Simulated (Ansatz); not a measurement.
# An extra electron or hole in H-capped Ge nanowire along [112] (352 atoms), part 2 of 2

Does an extra electron or hole in H-capped Ge nanowire along [112] (352 atoms) stay spread out, or do the atoms trap it?

Ansatz 0.2.0; Kohn-Sham DFT, PBE, PAW (set soft_2), plane waves.

The cell: 240 Ge and 112 H. Only the Γ point is sampled, in a cell whose periodic width is 14 Å.

So far. Step 3 (Relaxation): The relaxation converged after 6 steps, 8.29 eV below its start, with a largest force component of 0.024 eV/Å. Step 5 (An extra electron, atoms held): An extra electron, atoms held: the energy stands 0.197 eV above that of the reference. An odd electron should give 1 μB; this run ended with the carrier shared between both spins.

**6. An extra electron, atoms relaxed**

The atoms now respond to the charge; the energy gained comes from screening by the atoms, from trapping if the charge localises, and from any strain left in the reference.

The input, input.yaml:

```yaml
crystal:
  lattice:
    - [36.50294, 0.0, 0.0]
    - [0.0, 38.7432, 0.0]
    - [0.0, 0.0, 13.85921]
  atoms:
    [... the 352 atom lines of step 4 ...]
total_charge: -1
kpoints:
  mp_grid: { grid: [1, 1, 1] }
hamiltonian:
  xc: pbe
scf:
  occupations: { method: fermi_dirac, width: 0.01 }
  lower_state_search: "off"
output:
  forces: true
magnetization:
  spin_polarized: true
  initial_magnetization: 1
relax:
  f_tol: 0.05
  max_steps: 90
```

Command:

```bash
$ ansatz run input.yaml --threads 32 --pin off --max-ram 143360MiB --backend cuda --events-out ev --progress --plain --runs-dir out
```

Numbers of over 12 decimals in the logs are rounded to 6 here.

Output:

```text
[...]
Crystal: 352 atoms, lattice volume = 19600.259 Å³
Basis set: ecut = 420 eV, 383063 PW (Γ), exchange–correlation on 500×540×192 points (8 copies of the dense FFT grid, shifted against one another)
Bands: 2089, of which v1, the nominal top of the filled ones, is band 1737 counted from 1 (1736 counted from 0)
Symmetry: 1 space group operations
[...]
k-points: 1
[...]
Starting moments: Σ|m| = 1 μB on 352 of 352 sites
[...]
SCF iter   1: F=—  HF=-1032577.853308 eV  |F-HF|=—  |Δ(HF+E_count)|=         —  Δρ=1.38e-2 (↑1.38e-2 ↓1.38e-2)  dr2=1.41e2  dr2_m=5.97e-3  M=1.000 μB ∫|m|=1.102 μB  β_m=1.00  ethr=3.10e-3  ⟨swp⟩=6.0  Hψ=15378  notcnv=0  defer=251
[...]
SCF iter   3: F=—  HF=-1032551.478624 eV  |F-HF|=—  |Δ(HF+E_count)|=    9.36e0  Δρ=6.02e-3 (↑6.02e-3 ↓6.02e-3)  dr2=2.99e1  dr2_m=6.04e-4  M=0.116 μB ∫|m|=0.220 μB  β_m=0.30  ethr=2.29e-3  ⟨swp⟩=1.5  Hψ=4818  notcnv=0  defer=672
[...]
SCF iter   8: F=—  HF=-1032546.331093 eV  |F-HF|=—  |Δ(HF+E_count)|=   6.94e-3  Δρ=1.01e-4 (↑9.27e-5 ↓1.01e-4)  dr2=2.04e-2  dr2_m=3.56e-5  M=0.066 μB ∫|m|=0.099 μB  β_m=0.30  ethr=2.87e-6  ⟨swp⟩=4.0  Hψ=4163  notcnv=0  defer=662
[...]
SCF iter   9: F=—  HF=-1032546.337530 eV  |F-HF|=—  |Δ(HF+E_count)|=   6.44e-3  Δρ=7.40e-5 (↑6.70e-5 ↓7.40e-5)  dr2=1.43e-2  dr2_m=2.12e-5  M=0.058 μB ∫|m|=0.086 μB  β_m=0.61  ethr=5.86e-7  ⟨swp⟩=1.0  Hψ=4178  notcnv=0  defer=662
[...]
SCF 1 converged in 13 iterations: F = -1032546.336975 eV  dr2 = 5.25e-6
[...]
relax step   1: F+E_penalty+E_count = -1032546.33697547 eV  Δ(F+E_penalty+E_count) = +0.000e0 eV  max|allowed force component| = 7.930e-2 eV/Å  Δτ_max = 0.0000 Å  (13 SCF iters, dr2 threshold 6.25e-5 eV, accepted)
[...]
SCF 2 converged in 11 iterations: F = -1032546.368178 eV  dr2 = 5.32e-8
relax step   2: F+E_penalty+E_count = -1032546.36817805 eV  Δ(F+E_penalty+E_count) = -3.120e-2 eV  max|allowed force component| = 3.508e-2 eV/Å  Δτ_max = 0.0595 Å  (11 SCF iters, accepted)
[...]
SCF converged after 11 iterations
[...]
Free energy (F): -1032546.368178 eV
[...]
Internal energy: -1032546.354314 eV  (E = F + TS)
E sigma→0 (E₀):  -1032546.361246 eV
Entropy (-TS):   -0.013864 eV (-0.039 meV/atom)
Fermi energy:    0.272504 eV
[...]
Σ components = -1032546.368178   (vs F -1032546.368178, Δ=0.00e0)
--- Forces (eV/Å), atoms counted from 1 ---
[... 352 lines of forces left out ...]
  max |Σ_I F_I| component: 1.87e-5 eV/Å
--- Band table (eV) ---
[... left out ...]
--- Relaxed structure (2 steps of the walk, 2 accepted, 0 SCFs on fresh bases) ---
[...]
atoms:
[... 352 atom lines left out ...]
```

It took 55 s on 1 × NVIDIA GB200 with 32 threads of Arm Neoverse V2, shared host; peak memory 8.8 GiB.

The relaxation converged after 2 steps, 0.0312 eV below its start, with a largest force component of 0.035 eV/Å.

An extra electron, atoms relaxed: the energy stands 0.166 eV above that of the reference. An odd electron should give 1 μB; this run ended with the carrier shared between both spins.

**7. An extra electron, levels at the relaxed geometry**

A single point at the new geometry gives levels and spin density.

The input, input.yaml:

```yaml
crystal:
  lattice:
    - [36.50294, 0.0, 0.0]
    - [0.0, 38.7432, 0.0]
    - [0.0, 0.0, 13.85921]
  atoms:
    - { symbol: Ge, position: [0.19206, 0.44699, 0.24923] }
    - { symbol: Ge, position: [0.19122, 0.46858, 0.41469] }
    - { symbol: Ge, position: [0.19098, 0.53177, 0.41847] }
    - { symbol: Ge, position: [0.18892, 0.54931, 0.08787] }
    - { symbol: Ge, position: [0.19203, 0.44703, 0.74918] }
    - { symbol: Ge, position: [0.19122, 0.46857, 0.91468] }
    [... 340 atom lines left out ...]
    - { symbol: H, position: [0.84263, 0.45861, 0.44333] }
    - { symbol: H, position: [0.80801, 0.407, 0.50023] }
    - { symbol: H, position: [0.8429, 0.45465, 0.72027] }
    - { symbol: H, position: [0.84311, 0.54569, 0.61293] }
    - { symbol: H, position: [0.81837, 0.58842, 0.84792] }
    - { symbol: H, position: [0.84312, 0.53034, 0.88928] }
total_charge: -1
kpoints:
  mp_grid: { grid: [1, 1, 1] }
hamiltonian:
  xc: pbe
scf:
  occupations: { method: fermi_dirac, width: 0.01 }
  lower_state_search: "off"
output:
  forces: true
  populations: true
  dos:
    method: { smearing: { sigma: 0.1 } }
    de: 0.1
    projected: { site_lists: { Ge: [Ge], H: [H] } }
  eigenvalues: true
  write_density: true
  write_potential: true
  volumetric_format: npy
magnetization:
  spin_polarized: true
  initial_magnetization: 1
```

Output:

```text
[...]
Crystal: 352 atoms, lattice volume = 19600.259 Å³
Basis set: ecut = 420 eV, 383063 PW (Γ), exchange–correlation on 500×540×192 points (8 copies of the dense FFT grid, shifted against one another)
Bands: 2089, of which v1, the nominal top of the filled ones, is band 1737 counted from 1 (1736 counted from 0)
Symmetry: 1 space group operations
[...]
k-points: 1
[...]
Starting moments: Σ|m| = 1 μB on 352 of 352 sites
[...]
SCF iter   1: F=—  HF=-1032577.906076 eV  |F-HF|=—  |Δ(HF+E_count)|=         —  Δρ=1.38e-2 (↑1.38e-2 ↓1.38e-2)  dr2=1.42e2  dr2_m=5.95e-3  M=1.000 μB ∫|m|=1.100 μB  β_m=1.00  ethr=3.10e-3  ⟨swp⟩=6.0  Hψ=15377  notcnv=0  defer=245
[...]
SCF iter   3: F=—  HF=-1032551.562177 eV  |F-HF|=—  |Δ(HF+E_count)|=    9.43e0  Δρ=6.03e-3 (↑6.03e-3 ↓6.02e-3)  dr2=2.94e1  dr2_m=5.80e-4  M=0.132 μB ∫|m|=0.236 μB  β_m=0.30  ethr=2.33e-3  ⟨swp⟩=2.0  Hψ=4824  notcnv=0  defer=672
[...]
SCF iter   8: F=—  HF=-1032546.359597 eV  |F-HF|=—  |Δ(HF+E_count)|=   1.74e-2  Δρ=1.09e-4 (↑9.97e-5 ↓1.09e-4)  dr2=2.06e-2  dr2_m=3.26e-5  M=0.078 μB ∫|m|=0.117 μB  β_m=0.30  ethr=3.03e-6  ⟨swp⟩=2.0  Hψ=4028  notcnv=0  defer=666
[...]
SCF iter  10: F=—  HF=-1032546.359227 eV  |F-HF|=—  |Δ(HF+E_count)|=   5.23e-3  Δρ=2.42e-5 (↑2.27e-5 ↓2.42e-5)  dr2=3.44e-3  dr2_m=2.04e-6  M=0.048 μB ∫|m|=0.066 μB  β_m=0.63  ethr=4.38e-7  ⟨swp⟩=2.0  Hψ=3864  notcnv=0  defer=666
[...]
SCF 1 converged in 19 iterations: F = -1032546.368151 eV  dr2 = 8.51e-9
[...]
SCF converged after 19 iterations
[...]
Free energy (F): -1032546.368151 eV
[...]
Internal energy: -1032546.354288 eV  (E = F + TS)
E sigma→0 (E₀):  -1032546.361219 eV
Entropy (-TS):   -0.013864 eV (-0.039 meV/atom)
Fermi energy:    0.272600 eV
[...]
Σ components = -1032546.368151   (vs F -1032546.368151, Δ=0.00e0)
--- Forces (eV/Å), atoms counted from 1 ---
[... 352 lines of forces left out ...]
  max |Σ_I F_I| component: 2.69e-6 eV/Å
--- Band table (eV) ---
[... left out ...]
--- Löwdin populations: 352 sites ---
  site symbol       q [e]    m [muB]
[... 352 lines, one an atom, left out ...]
  spilling = 0.002374 (of n_electrons = 3473.000000)
```

Run time: 53 s. Hardware: 1 × NVIDIA GB200 with 32 threads; peak memory 8.8 GiB; 2.8 min of CPU time.

An extra electron, levels at the relaxed geometry: the energy stands 0.166 eV above that of the reference. An odd electron should give 1 μB; this run ended with the carrier shared between both spins.

The levels nearest the highest filled one (over half full), pooled over k-points and spins:

```tsv
level less the highest filled one (eV)	occupation
-1.05	1
-0.765	1
-0.765	1
0	0.501
1.0e-4	0.499
0.135	0
0.136	0
0.138	0
```

**8. Neutral at the geometry of the electron**

The neutral cell at the new geometry gives the energy of that geometry without the charge.

The input, input.yaml:

```yaml
crystal:
  lattice:
    - [36.50294, 0.0, 0.0]
    - [0.0, 38.7432, 0.0]
    - [0.0, 0.0, 13.85921]
  atoms:
    [... the 352 atom lines of step 7 ...]
kpoints:
  mp_grid: { grid: [1, 1, 1] }
hamiltonian:
  xc: pbe
scf:
  occupations: { method: fixed }
output:
  forces: true
  populations: true
  dos:
    method: { smearing: { sigma: 0.1 } }
    de: 0.1
    projected: { site_lists: { Ge: [Ge], H: [H] } }
  eigenvalues: true
```

Output:

```text
[...]
GPU FFT provider: cuFFT
GPU libraries: cuBLAS 13.8.1, cuFFT 12.4.0, cuSOLVER 12.3.2
[...]
Crystal: 352 atoms, lattice volume = 19600.259 Å³
Basis set: ecut = 420 eV, 383063 PW (Γ), exchange–correlation on 500×540×192 points (8 copies of the dense FFT grid, shifted against one another)
Bands: 2088, of which v1, the nominal top of the filled ones, is band 1736 counted from 1 (1735 counted from 0)
Symmetry: 1 space group operations
[...]
k-points: 1
[...]
GPU buffer pool allocated for 6480000 grid points (all kernels)
[...]
SCF iter   1: F=—  HF=-1032546.475389 eV  |F-HF|=—  |Δ(HF+E_count)|=         —  Δρ=1.07e-3  dr2=7.28e-1  ethr=1.77e-3  ⟨swp⟩=5.0  Hψ=6370  notcnv=0  defer=346
[...]
SCF iter  14: F=—  HF=-1032546.460116 eV  |F-HF|=—  |Δ(HF+E_count)|=   5.65e-8  Δρ=3.28e-7  dr2=1.34e-7  ethr=2.88e-12  ⟨swp⟩=14.0  Hψ=10119  notcnv=0
SCF iter  15: F=-1032546.460116 eV  HF=-1032546.460116 eV  |F-HF|=7.16e-8  |Δ(HF+E_count)|=   6.07e-8  Δρ=1.95e-7  dr2=2.72e-8  ethr=2.88e-12  ⟨swp⟩=4.0  Hψ=4278  notcnv=0
SCF 1 converged in 15 iterations: F = -1032546.460116 eV  dr2 = 2.72e-8
[...]
SCF converged after 15 iterations
Free energy (F): -1032546.460116 eV
[...]
Internal energy: -1032546.460116 eV  (E = F + TS)
E sigma→0 (E₀):  -1032546.460116 eV
Fermi energy:    -0.817817 eV
[...]
Σ components = -1032546.460116   (vs F -1032546.460116, Δ=0.00e0)
--- Forces (eV/Å), atoms counted from 1 ---
[... 352 lines of forces left out ...]
  max |Σ_I F_I| component: 2.96e-5 eV/Å
--- Band table (eV) ---
[... left out ...]
--- Löwdin populations: 352 sites ---
  site symbol       q [e]
[... 352 lines, one an atom, left out ...]
  spilling = 0.002395 (of n_electrons = 3472.000000)
```

It took 20 s on 1 × NVIDIA GB200 with 32 threads; peak memory 8.4 GiB; 65 s of CPU time.

That memory is the host's; the program planned 80 GiB on the GPU.

Neutral at the geometry of the electron: the energy stands 0.0741 eV above that of the reference.

**9. An extra hole, atoms held**

The electron count changes by one with the atoms held: a vertical process, on a uniform background, with spin and a narrow Fermi–Dirac smearing. Its energy against the neutral cell hangs on the program's zero of potential.

Changes to input.yaml since step 8:

```diff
@@ -6,3 +6,4 @@
   atoms:
-    [... the 352 atom lines of step 7 ...]
+    [... the 352 atom lines of step 4 ...]
+total_charge: 1
 kpoints:
@@ -12,3 +13,4 @@
 scf:
-  occupations: { method: fixed }
+  occupations: { method: fermi_dirac, width: 0.01 }
+  lower_state_search: "off"
 output:
@@ -21 +23,7 @@
   eigenvalues: true
+  write_density: true
+  write_potential: true
+  volumetric_format: npy
+magnetization:
+  spin_polarized: true
+  initial_magnetization: 1
```

Output:

```text
[...]
Crystal: 352 atoms, lattice volume = 19600.259 Å³
Basis set: ecut = 420 eV, 383063 PW (Γ), exchange–correlation on 500×540×192 points (8 copies of the dense FFT grid, shifted against one another)
Bands: 2088, of which v1, the nominal top of the filled ones, is band 1736 counted from 1 (1735 counted from 0)
Symmetry: 1 space group operations
[...]
k-points: 1
[...]
Starting moments: Σ|m| = 1 μB on 352 of 352 sites
[...]
SCF iter   1: F=—  HF=-1032576.119510 eV  |F-HF|=—  |Δ(HF+E_count)|=         —  Δρ=1.36e-2 (↑1.36e-2 ↓1.36e-2)  dr2=1.26e2  dr2_m=5.21e-3  M=1.000 μB ∫|m|=1.029 μB  β_m=1.00  ethr=3.10e-3  ⟨swp⟩=6.0  Hψ=15186  notcnv=0  defer=166
[...]
SCF iter   3: F=—  HF=-1032550.451508 eV  |F-HF|=—  |Δ(HF+E_count)|=    8.44e0  Δρ=6.08e-3 (↑6.06e-3 ↓6.08e-3)  dr2=2.55e1  dr2_m=2.32e-4  M=0.364 μB ∫|m|=0.460 μB  β_m=0.30  ethr=1.74e-3  ⟨swp⟩=2.0  Hψ=3492  notcnv=0  defer=650
[...]
SCF iter   9: F=—  HF=-1032545.586974 eV  |F-HF|=—  |Δ(HF+E_count)|=   1.58e-2  Δρ=4.33e-5 (↑4.33e-5 ↓3.41e-5)  dr2=2.93e-3  dr2_m=4.93e-5  M=0.163 μB ∫|m|=0.207 μB  β_m=0.30  ethr=1.95e-7  ⟨swp⟩=2.0  Hψ=4220  notcnv=0  defer=692
[...]
SCF iter  11: F=—  HF=-1032545.587187 eV  |F-HF|=—  |Δ(HF+E_count)|=   1.33e-4  Δρ=1.68e-5 (↑1.68e-5 ↓1.24e-5)  dr2=7.56e-4  dr2_m=8.85e-6  M=0.072 μB ∫|m|=0.093 μB  β_m=0.71  ethr=7.02e-8  ⟨swp⟩=2.0  Hψ=4383  notcnv=0  defer=692
[...]
SCF 1 converged in 18 iterations: F = -1032545.596595 eV  dr2 = 3.11e-8
[...]
SCF converged after 18 iterations
[...]
Free energy (F): -1032545.596595 eV
[...]
Internal energy: -1032545.582732 eV  (E = F + TS)
E sigma→0 (E₀):  -1032545.589664 eV
Entropy (-TS):   -0.013863 eV (-0.039 meV/atom)
Fermi energy:    -1.119441 eV
[...]
Σ components = -1032545.596595   (vs F -1032545.596595, Δ=0.00e0)
--- Forces (eV/Å), atoms counted from 1 ---
[... 352 lines of forces left out ...]
  max |Σ_I F_I| component: 1.63e-5 eV/Å
--- Band table (eV) ---
[... left out ...]
--- Löwdin populations: 352 sites ---
  site symbol       q [e]    m [muB]
[... 352 lines, one an atom, left out ...]
  spilling = 0.002420 (of n_electrons = 3471.000000)
```

Wall time 43 s (1 × NVIDIA GB200 with 32 threads); peak memory 8.8 GiB.

An extra hole, atoms held: the energy stands 0.938 eV above that of the reference. An odd electron should give 1 μB; this run ended with the carrier shared between both spins.

The levels nearest the highest filled one (over half full), pooled over k-points and spins:

```tsv
level less the highest filled one (eV)	occupation
-0.377	1
-0.260	1
-0.260	1
0	0.501
1.0e-4	0.499
0.840	0
0.840	0
0.920	0
```

**10. An extra hole, atoms relaxed**

The atoms now respond to the charge; the energy gained comes from screening by the atoms, from trapping if the charge localises, and from any strain left in the reference.

Input and log are left out; they have the form of those shown for this kind of step.

Run time: 36 s. Hardware: 1 × NVIDIA GB200 with 32 threads of Arm Neoverse V2, shared host; peak memory 5.8 GiB; 99 s of CPU time.

The relaxation converged after 2 steps, 0.0263 eV below its start, with a largest force component of 0.029 eV/Å.

An extra hole, atoms relaxed: the energy stands 0.911 eV above that of the reference. An odd electron should give 1 μB; this run ended with the carrier shared between both spins.

**11. An extra hole, levels at the relaxed geometry**

A single point at the new geometry gives levels and spin density.

Input and log are left out; they have the form of those shown for this kind of step.

Run time: 45 s. Hardware: 1 × NVIDIA GB200 with 32 threads of Arm Neoverse V2, shared host; peak memory 8.9 GiB; 2.5 min of CPU time.

An extra hole, levels at the relaxed geometry: the energy stands 0.911 eV above that of the reference. An odd electron should give 1 μB; this run ended with the carrier shared between both spins.

The levels nearest the highest filled one (over half full), pooled over k-points and spins:

```tsv
level less the highest filled one (eV)	occupation
-0.279	1
-0.279	1
0	0.5
0	0.5
0.825	0
0.825	0
0.876	0
0.876	0
```

**12. Neutral at the geometry of the hole**

The neutral cell at the new geometry gives the energy of that geometry without the charge.

The input, input.yaml:

```yaml
crystal:
  lattice:
    - [36.50294, 0.0, 0.0]
    - [0.0, 38.7432, 0.0]
    - [0.0, 0.0, 13.85921]
  atoms:
    - { symbol: Ge, position: [0.1933, 0.44649, 0.24934] }
    - { symbol: Ge, position: [0.19256, 0.46854, 0.41431] }
    - { symbol: Ge, position: [0.19235, 0.53173, 0.41869] }
    - { symbol: Ge, position: [0.19027, 0.54979, 0.08766] }
    - { symbol: Ge, position: [0.19328, 0.44652, 0.74929] }
    - { symbol: Ge, position: [0.19256, 0.46853, 0.9143] }
    [... 340 atom lines left out ...]
    - { symbol: H, position: [0.8411, 0.45853, 0.44315] }
    - { symbol: H, position: [0.80659, 0.40653, 0.50008] }
    - { symbol: H, position: [0.84132, 0.45435, 0.72013] }
    - { symbol: H, position: [0.84148, 0.54597, 0.61298] }
    - { symbol: H, position: [0.81687, 0.58888, 0.84804] }
    - { symbol: H, position: [0.84137, 0.5304, 0.88931] }
kpoints:
  mp_grid: { grid: [1, 1, 1] }
hamiltonian:
  xc: pbe
scf:
  occupations: { method: fixed }
output:
  forces: true
  populations: true
  dos:
    method: { smearing: { sigma: 0.1 } }
    de: 0.1
    projected: { site_lists: { Ge: [Ge], H: [H] } }
  eigenvalues: true
```

Output:

```text
[...]
GPU FFT provider: cuFFT
GPU libraries: cuBLAS 13.8.1, cuFFT 12.4.0, cuSOLVER 12.3.2
[...]
Crystal: 352 atoms, lattice volume = 19600.259 Å³
Basis set: ecut = 420 eV, 383063 PW (Γ), exchange–correlation on 500×540×192 points (8 copies of the dense FFT grid, shifted against one another)
Bands: 2088, of which v1, the nominal top of the filled ones, is band 1736 counted from 1 (1735 counted from 0)
Symmetry: 1 space group operations
[...]
k-points: 1
[...]
GPU buffer pool allocated for 6480000 grid points (all kernels)
[...]
SCF iter   1: F=—  HF=-1032546.496039 eV  |F-HF|=—  |Δ(HF+E_count)|=         —  Δρ=1.06e-3  dr2=5.17e-1  ethr=1.77e-3  ⟨swp⟩=5.0  Hψ=6369  notcnv=0  defer=347
[...]
SCF iter  14: F=—  HF=-1032546.505176 eV  |F-HF|=—  |Δ(HF+E_count)|=   7.46e-8  Δρ=2.84e-7  dr2=2.15e-7  ethr=2.88e-12  ⟨swp⟩=15.0  Hψ=10195  notcnv=0
SCF iter  15: F=-1032546.505176 eV  HF=-1032546.505176 eV  |F-HF|=9.10e-8  |Δ(HF+E_count)|=   1.55e-8  Δρ=1.44e-7  dr2=6.25e-9  ethr=2.88e-12  ⟨swp⟩=3.0  Hψ=4671  notcnv=0
SCF 1 converged in 15 iterations: F = -1032546.505176 eV  dr2 = 6.25e-9
[...]
SCF converged after 15 iterations
Free energy (F): -1032546.505176 eV
[...]
Internal energy: -1032546.505176 eV  (E = F + TS)
E sigma→0 (E₀):  -1032546.505176 eV
Fermi energy:    -0.726174 eV
[...]
Σ components = -1032546.505176   (vs F -1032546.505176, Δ=0.00e0)
--- Forces (eV/Å), atoms counted from 1 ---
[... 352 lines of forces left out ...]
  max |Σ_I F_I| component: 3.43e-5 eV/Å
--- Band table (eV) ---
[... left out ...]
--- Löwdin populations: 352 sites ---
  site symbol       q [e]
[... 352 lines, one an atom, left out ...]
  spilling = 0.002395 (of n_electrons = 3472.000000)
```

Run time: 21 s. Hardware: 1 × NVIDIA GB200 with 32 threads; peak memory 8.4 GiB; 66 s of CPU time.

That memory is the host's; the program planned 80 GiB on the GPU.

Neutral at the geometry of the hole: the energy stands 0.0291 eV above that of the reference.

**13. Energies and spread of the extra charge**

Energies are differences within one cell and functional; the shift is the gain plus the neutral cell's energy at the new geometry, that is how much cheaper the vertical process becomes there. The spread is the participation number of the site moments (1/Σw², over the spin inside atomic spheres), with the atom that holds the largest share and the spin that the spheres hold in all.

```tsv
carrier	charged less neutral, atoms held (eV)	gain on relaxing (eV)	neutral cell at that geometry, less the reference (eV)	shift of the vertical energy (eV)	spread, atoms held	spread, relaxed
electron	0.197	0.031	0.074	0.105	-	-
hole	0.938	0.026	0.029	0.055	-	-
```

**14. Outcome**

The extra electron gains 0.031 eV as the atoms relax: so small a gain shows no trapping at this level. The cell with the electron keeps a moment of only 0.00 μB where one unpaired electron should give 1 μB: the carrier is shared between both spins, which can hide trapping. The extra hole gains 0.026 eV as the atoms relax: so small a gain shows no trapping at this level. The cell with the hole keeps a moment of only 0.00 μB where one unpaired electron should give 1 μB: the carrier is shared between both spins, which can hide trapping. Adding the two vertical energies gives 1.13 eV, against a gap of 0.829 eV in the neutral cell. The zero of the potential cancels in this sum; the excess isn't taken apart here: charging of a small cell, filling of bands on a coarse mesh and the attraction to the background can all enter.

**Limits.** Single energies of charged cells hang on the program's zero of potential. In the spin-polarised runs the search for a state of lower energy was switched off. No distortion was seeded, so a trapped state behind a barrier can't be found. Local and semilocal functionals favour spread-out charges, so trapping can be missed. Charged cells carry a uniform background, with no correction for images.

The DFT runs together took 6.8 min of wall time.

[Logs are printed without paths, hosts, clocks, repeated set-up lines and the standing remarks that a program may print on its own settings, such as how far it seeks lower states.]

[Hosts, paths, dates, database ids (printed as entryN), source tags and the programs' standing remarks are cut or masked in the printed files.]
